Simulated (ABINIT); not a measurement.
An input for ABINIT 10.8.3 (CdF2 (Fm-3m)):

```
acell 3*1.0 Angstrom
rprim 
  0.000000000000 2.694000000000 2.694000000000
  2.694000000000 -0.000000000000 2.694000000000
  2.694000000000 2.694000000000 -0.000000000000
ntypat 2
znucl 48 9
natom 3
typat 1 2 2
xred 
  0.000000000000 0.000000000000 0.000000000000
  0.250000000000 0.250000000000 0.250000000000
  0.750000000000 0.750000000000 0.750000000000
pp_dirpath "pseudos"
pseudos "Cd.upf, F.upf"
ecut 47
ngkpt 4 4 4
nshiftk 1
shiftk 0 0 0
kptopt 1
chksymbreak 0
istwfk *1
occopt 1
irdwfk 1
optdriver 3
nband 52
ecuteps 4.4
inclvkb 0
awtr 1
symchi 1
indata_prefix "in"
outdata_prefix "out"
tmpdata_prefix "tmp"
```

```sh
OMP_NUM_THREADS=1 mpirun -n 8 abinit run.abi > log
```

**Question.** Estimate wall time and host memory on 8 MPI ranks of Arm Neoverse N1, shared host.

It took 23 s; on shared hardware allow 11 s to 46 s. Peak host memory was 1.3 GiB.

[Paths, hosts, dates, memory and timing lines, banners, echoed tables and standing remarks are left out of the program output.]

[Logs are printed without paths, hosts, clocks, repeated set-up lines and the standing remarks that a program may print on its own settings, such as how far it seeks lower states.]

[Runs of the session that timed out or met a known fault of the program may be left out.]

[Hosts, paths, dates, database ids (printed as entryN), source tags and the programs' standing remarks are cut or masked in the printed files.]

[G0W0 gaps are taken among the corrected bands and points alone; a level outside them can change the order at an edge.]

[Where Ansatz stands beside ABINIT at settings called matched, ABINIT's density can come from a denser mesh and the files from another edition; pairs whose starting gaps differed by over 0.03 eV were left out, so agreement reads better than it is.]
